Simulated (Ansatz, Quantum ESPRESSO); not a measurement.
# DyAl3 (Pm-3m): zone-centre phonons, part 2 of 3

Which modes does DyAl3 (Pm-3m) have at the zone centre?

Quantum ESPRESSO 7.5; DFT PBEsol, scalar-relativistic, plane waves, PseudoDojo norm-conserving, 4f in core pseudopotentials.

So far. Step 2 (A first look): No gap opens on this mesh, so smearing is kept; the start stands at -1.3 GPa. Step 4 (Ground state): The cell stands at -0.10 GPa, close enough for phonons. The relaxed cell has a = 4.198 Å (conventional setting).

### 5. Zone-centre response

At q = 0 one unit cell holds all displacements; symmetry groups them into irreducible representations that are solved one by one. With smeared occupations no response to a homogeneous field can be asked.

ph.in

```
phonons
&INPUTPH
  prefix       = 'x'
  outdir       = './tmp'
  fildyn       = 'g.dyn'
  tr2_ph       = 1.0d-18
  alpha_mix(1) = 0.4
  nmix_ph      = 8
/
0.000000000 0.000000000 0.000000000
```

Launch:

```
OMP_NUM_THREADS=1 mpirun -n 4 ph.x -nk 4 -in ph.in > ph.out
```

Output:

```text
[banners, grids, parts of the stress and lines that vanish by symmetry left out]
[banner, memory and clock lines left out]
Program PHONON v.7.5

     ./tmp/x.save/

     IMPORTANT: XC functional enforced from input :
     Exchange-correlation= PBESOL
                           (   1   4  10   8   0   0   0)
     Any further DFT definition will be discarded
     Please, verify this is what you really want

     G-vector sticks info

     Reading collected, re-writing distributed wavefunctions in ./tmp/

     Number and degeneracy of irreps per q-point
       N         xq(1)         xq(2)         xq(3)   N irreps
       1   0.000000000   0.000000000   0.000000000       4
        3   3   3   3

     Calculation of q =    0.0000000   0.0000000   0.0000000

     phonons

     bravais-lattice index     =            1
     lattice parameter (alat)  =       7.9322  a.u.
     unit-cell volume          =     499.0938 (a.u.)^3
     number of atoms/cell      =            4
     number of atomic types    =            2
     kinetic-energy cut-off    =      38.0000  Ry
     charge density cut-off    =     152.0000  Ry
     convergence threshold     =      1.0E-18
     beta                      =       0.4000
     number of iterations used =            8
     Exchange-correlation= PBESOL
                           (   1   4  10   8   0   0   0)

     celldm(1)=    7.93221  celldm(2)=    0.00000  celldm(3)=    0.00000
     celldm(4)=    0.00000  celldm(5)=    0.00000  celldm(6)=    0.00000

     crystal axes: (cart. coord. in units of alat)
               a(1) = (  1.0000  0.0000  0.0000 )
               a(2) = (  0.0000  1.0000  0.0000 )
               a(3) = (  0.0000  0.0000  1.0000 )

     reciprocal axes: (cart. coord. in units 2 pi/alat)
               b(1) = (  1.0000  0.0000  0.0000 )
               b(2) = (  0.0000  1.0000  0.0000 )
               b(3) = (  0.0000  0.0000  1.0000 )

     Atoms inside the unit cell:

     Cartesian axes

     site n.  atom      mass           positions (alat units)
        1  Dy    162.5000   tau(    1) = (    0.00000    0.00000    0.00000  )
        2  Al     26.9815   tau(    2) = (    0.00000    0.50000    0.50000  )
        3  Al     26.9815   tau(    3) = (    0.50000    0.00000    0.50000  )
        4  Al     26.9815   tau(    4) = (    0.50000    0.50000    0.00000  )

     Computing dynamical matrix for
                    q = (   0.0000000   0.0000000   0.0000000 )

     49 Sym.Ops. (with q -> -q+G )

     G cutoff =  242.2546  (  15791 G-vectors)     FFT grid: ( 32, 32, 32)

     number of k points=    35  Marzari-Vanderbilt smearing, width (Ry)=  0.0200
                       cart. coord. in units 2pi/alat
        k(    1) = (   0.0000000   0.0000000   0.0000000), wk =   0.0039062
        k(    2) = (   0.0000000   0.0000000   0.1250000), wk =   0.0234375
        k(    3) = (   0.0000000   0.0000000   0.2500000), wk =   0.0234375
        [... further k-points left out ...]

     PseudoPot. # 1 for Dy read from file:
     ./pseudo/Dy.upf
     Pseudo is Norm-conserving + core correction, Zval = 11.0
     Using radial grid of 1828 points,  7 beta functions with:
                l(1) =   0
                l(2) =   0
                l(3) =   1
                l(4) =   1
                l(5) =   2
                l(6) =   2
                l(7) =   3

     PseudoPot. # 2 for Al read from file:
     ./pseudo/Al.upf
     Pseudo is Norm-conserving + core correction, Zval =  3.0
     Using radial grid of 1876 points,  6 beta functions with:
                l(1) =   0
                l(2) =   0
                l(3) =   1
                l(4) =   1
                l(5) =   2
                l(6) =   2

     Mode symmetry, O_h (m-3m)  point group:

     Atomic displacements:
     There are    4 irreducible representations

     Representation     1      3 modes -  To be done

     Representation     2      3 modes -  To be done

     Representation     3      3 modes -  To be done

     Representation     4      3 modes -  To be done

     Alpha used in Ewald sum =   1.5000

     Representation #   1 modes #   1   2   3

     Self-consistent Calculation
      thresh= 1.000E-02 alpha_mix =  0.400 |ddv_scf|^2 =  1.111E-07
      thresh= 3.332E-05 alpha_mix =  0.400 |ddv_scf|^2 =  5.440E-10
      thresh= 2.332E-06 alpha_mix =  0.400 |ddv_scf|^2 =  1.652E-10
      thresh= 1.285E-06 alpha_mix =  0.400 |ddv_scf|^2 =  5.510E-12
      thresh= 2.347E-07 alpha_mix =  0.400 |ddv_scf|^2 =  5.296E-14
      thresh= 2.301E-08 alpha_mix =  0.400 |ddv_scf|^2 =  1.686E-15
      thresh= 4.106E-09 alpha_mix =  0.400 |ddv_scf|^2 =  1.574E-16
      thresh= 1.254E-09 alpha_mix =  0.400 |ddv_scf|^2 =  2.237E-18
      thresh= 1.496E-10 alpha_mix =  0.400 |ddv_scf|^2 =  2.061E-20

     End of self-consistent calculation

     Convergence has been achieved

     Representation #   2 modes #   4   5   6

     Self-consistent Calculation
      thresh= 1.000E-02 alpha_mix =  0.400 |ddv_scf|^2 =  2.374E-08
      thresh= 1.541E-05 alpha_mix =  0.400 |ddv_scf|^2 =  5.045E-10
      thresh= 2.246E-06 alpha_mix =  0.400 |ddv_scf|^2 =  1.391E-10
      thresh= 1.179E-06 alpha_mix =  0.400 |ddv_scf|^2 =  4.596E-12
      thresh= 2.144E-07 alpha_mix =  0.400 |ddv_scf|^2 =  3.286E-14
[...]
End of self-consistent calculation

     Convergence has been achieved

     Representation #   3 modes #   7   8   9

     Self-consistent Calculation
[...]
End of self-consistent calculation

     Convergence has been achieved

     Representation #   4 modes #  10  11  12

     Self-consistent Calculation
[...]
thresh= 4.569E-06 alpha_mix =  0.400 |ddv_scf|^2 =  5.417E-10
      thresh= 2.328E-06 alpha_mix =  0.400 |ddv_scf|^2 =  2.507E-11
      thresh= 5.007E-07 alpha_mix =  0.400 |ddv_scf|^2 =  4.907E-13
      thresh= 7.005E-08 alpha_mix =  0.400 |ddv_scf|^2 =  8.753E-15
      thresh= 9.356E-09 alpha_mix =  0.400 |ddv_scf|^2 =  2.621E-16
      thresh= 1.619E-09 alpha_mix =  0.400 |ddv_scf|^2 =  1.651E-17
      thresh= 4.063E-10 alpha_mix =  0.400 |ddv_scf|^2 =  1.736E-20

     End of self-consistent calculation

     Convergence has been achieved

     Number of q in the star =    1
     List of q in the star:
          1   0.000000000   0.000000000   0.000000000

     Diagonalizing the dynamical matrix

     q = (    0.000000000   0.000000000   0.000000000 )

 **************************************************************************
     freq (    1) =      -0.137918 [THz] =      -4.600454 [cm-1]
     freq (    2) =      -0.137918 [THz] =      -4.600454 [cm-1]
     freq (    3) =      -0.137918 [THz] =      -4.600454 [cm-1]
     freq (    4) =       5.465743 [THz] =     182.317554 [cm-1]
     freq (    5) =       5.465743 [THz] =     182.317554 [cm-1]
     freq (    6) =       5.465743 [THz] =     182.317554 [cm-1]
     freq (    7) =       7.642156 [THz] =     254.914887 [cm-1]
     freq (    8) =       7.642156 [THz] =     254.914887 [cm-1]
     freq (    9) =       7.642156 [THz] =     254.914887 [cm-1]
     freq (   10) =       8.587095 [THz] =     286.434667 [cm-1]
     freq (   11) =       8.587095 [THz] =     286.434667 [cm-1]
     freq (   12) =       8.587095 [THz] =     286.434667 [cm-1]
 **************************************************************************

     Mode symmetry, O_h (m-3m)  point group:

     freq (   1-   3) =         -4.6  [cm-1]   --> T_1u G_15  G_4- I
     freq (   4-   6) =        182.3  [cm-1]   --> T_1u G_15  G_4- I
     freq (   7-   9) =        254.9  [cm-1]   --> T_2u G_25  G_5-
     freq (  10-  12) =        286.4  [cm-1]   --> T_1u G_15  G_4- I
```

It took 70 s on 4 MPI ranks of Arm Neoverse V2, shared host; 4.7 min of CPU time.

Read from the output:

* largest acoustic frequency at the zone centre before the sum rule: -4.6 cm⁻¹
* highest optical zone-centre mode (no LO-TO term): 286.4 cm⁻¹
* lowest optical zone-centre mode: 182.3 cm⁻¹

The acoustic modes at Γ come out as far as 4.6 cm⁻¹ from zero, where they should vanish, a small numerical error.

### 6. Modes with the sum rule

A rigid shift of the crystal must cost nothing, but grids and finite bases break this; the acoustic sum rule is imposed before the matrix is diagonalised again.

dynmat.in

```
&INPUT
  fildyn = 'g.dyn'
  asr    = 'simple'
  fileig = 'dynmat.eig'
/
```

Launch:

```
dynmat.x -in dynmat.in > dynmat.out
```

Output:

```text
[banner, memory and clock lines left out]
Program DYNMAT v.7.5

     Reading Dynamical Matrix from file g.dyn
     ...Force constants read
     ...epsilon and Z* not read (not found on file)
     A direction for q was not specified:TO-LO splitting will be absent

     Polarizability (A^3 units)
     multiply by 1.000000 for Clausius-Mossotti correction
         0.000000    0.000000    0.000000
         0.000000    0.000000    0.000000
         0.000000    0.000000    0.000000

     IR activities are in (D/A)^2/amu units

# mode   [cm-1]    [THz]      IR
    1     -0.00   -0.0000    0.0000
    2     -0.00   -0.0000    0.0000
    3      0.00    0.0000    0.0000
    4    182.35    5.4668    0.0000
    5    182.35    5.4668    0.0000
    6    182.35    5.4668    0.0000
    7    254.93    7.6427    0.0000
    8    254.93    7.6427    0.0000
    9    254.93    7.6427    0.0000
   10    286.45    8.5877    0.0000
   11    286.45    8.5877    0.0000
   12    286.45    8.5877    0.0000

[end of the log left out, with the tail of the file of modes that dynmat.x writes under the same name]
```

The job ended after 0.47 s (1 thread).

Unit eigenvectors of the mass-weighted matrix after the sum rule; no LO-TO term. The modes at Γ (shares of kinetic energy by element, %):

```tsv
mode	frequency (cm⁻¹)	symmetry	Dy %	Al %
1	0.0	acoustic	67	33
2	0.0	acoustic	67	33
3	0.0	acoustic	67	33
4	182.4	T1u	18	82
5	182.4	T1u	18	82
6	182.4	T1u	18	82
7	254.9	T2u	0	100
8	254.9	T2u	0	100
9	254.9	T2u	0	100
10	286.4	T1u	15	85
11	286.4	T1u	15	85
12	286.4	T1u	15	85
```

Displacements in mode 4 (182.4 cm⁻¹), the largest set to 1:
```
Dy1 -0.19  0.01  0.00
Al2  1.00  0.00  0.00
Al3  0.08 -0.06  0.00
Al4  0.08  0.00  0.00
```

Displacements in mode 12 (286.4 cm⁻¹), the largest set to 1:
```
Dy1 -0.16  0.01 -0.26
Al2 -0.27 -0.05  1.00
Al3  0.61  0.02  1.00
Al4  0.61 -0.05 -0.45
```

The rule moves no optical mode by more than 0.1 cm⁻¹.

### 7. Sum rules set otherwise: a sum rule for molecules or wires on a crystal

This rule also removes rotations, which suits molecules and not a crystal; it is tried to see the harm.

dynmat.in

```
&INPUT
  fildyn = 'g.dyn'
  asr    = 'zero-dim'
  fileig = 'dynmat.eig'
/
```

Launch:

```
dynmat.x -in dynmat.in > dynmat.out
```

Output:

```text
[banner, memory and clock lines left out]
Program DYNMAT v.7.5

     Reading Dynamical Matrix from file g.dyn
     ...Force constants read
     ...epsilon and Z* not read (not found on file)
     Acoustic Sum Rule: || Z*(ASR) - Z*(orig)|| =    0.000000E+00
     Acoustic Sum Rule: ||dyn(ASR) - dyn(orig)||=    3.273130E-01
     A direction for q was not specified:TO-LO splitting will be absent

     Polarizability (A^3 units)
     multiply by 1.000000 for Clausius-Mossotti correction
         0.000000    0.000000    0.000000
         0.000000    0.000000    0.000000
         0.000000    0.000000    0.000000

     IR activities are in (D/A)^2/amu units

# mode   [cm-1]    [THz]      IR
    1     -0.00   -0.0000    0.0000
    2     -0.00   -0.0000    0.0000
    3     -0.00   -0.0000    0.0000
    4     -0.00   -0.0000    0.0000
    5      0.00    0.0000    0.0000
    6      0.00    0.0000    0.0000
    7    182.27    5.4644    0.0000
    8    236.75    7.0977    0.0000
    9    236.75    7.0977    0.0000
   10    286.41    8.5863    0.0000
   11    313.17    9.3885    0.0000
   12    313.17    9.3885    0.0000

   )
[end of the log left out, with the tail of the file of modes that dynmat.x writes under the same name]
```

Run time: 0.47 s. Hardware: 1 thread.

The program raised no error, yet the settings are not those of a careful run.

The fault: a sum rule for molecules or wires on a crystal; 3 optical modes are projected out to zero frequency, as if they were rotations.

For a crystal the rule has to be 'simple' or 'crystal'.

Zone-centre frequencies as printed; negative means imaginary. Modes:

```tsv
mode	frequency (cm⁻¹)
1	0
2	0
3	0
4	0
5	0
6	0
7	182.3
8	236.8
9	236.8
10	286.4
11	313.2
12	313.2
```

### 8. Sum rules set otherwise (asr crystal)

The rule can be imposed in more than one way; the choices should agree where the raw error is small.

dynmat.in

```
&INPUT
  fildyn = 'g.dyn'
  asr    = 'crystal'
  fileig = 'dynmat.eig'
/
```

Launch:

```
dynmat.x -in dynmat.in > dynmat.out
```

Output:

```text
[banner, memory and clock lines left out]
Program DYNMAT v.7.5

     Reading Dynamical Matrix from file g.dyn
     ...Force constants read
     ...epsilon and Z* not read (not found on file)
     Acoustic Sum Rule: || Z*(ASR) - Z*(orig)|| =    0.000000E+00
     Acoustic Sum Rule: ||dyn(ASR) - dyn(orig)||=    3.763593E-04
     A direction for q was not specified:TO-LO splitting will be absent

     Polarizability (A^3 units)
     multiply by 1.000000 for Clausius-Mossotti correction
         0.000000    0.000000    0.000000
         0.000000    0.000000    0.000000
         0.000000    0.000000    0.000000

     IR activities are in (D/A)^2/amu units

# mode   [cm-1]    [THz]      IR
    1     -0.00   -0.0000    0.0000
    2     -0.00   -0.0000    0.0000
    3      0.00    0.0000    0.0000
    4    182.27    5.4644    0.0000
    5    182.27    5.4644    0.0000
    6    182.27    5.4644    0.0000
    7    254.91    7.6422    0.0000
    8    254.91    7.6422    0.0000
    9    254.91    7.6422    0.0000
   10    286.41    8.5863    0.0000
   11    286.41    8.5863    0.0000
   12    286.41    8.5863    0.0000

   )
[end of the log left out, with the tail of the file of modes that dynmat.x writes under the same name]
```

Run time: 0.47 s. Hardware: 1 thread.

Zone-centre frequencies as printed; negative means imaginary. Modes:

```tsv
mode	frequency (cm⁻¹)
1	0
2	0
3	0
4	182.3
5	182.3
6	182.3
7	254.9
8	254.9
9	254.9
10	286.4
11	286.4
12	286.4
```

Against the first rule no mode moves by more than 0.1 cm⁻¹.

[end of part 2 of 3]

[Host names and launcher messages were left out of these logs when they were recorded.]

[Logs are printed without paths, hosts, clocks, repeated set-up lines and the standing remarks that a program may print on its own settings, such as how far it seeks lower states.]

[Hosts, paths, dates, database ids (printed as entryN), source tags and the programs' standing remarks are cut or masked in the printed files.]
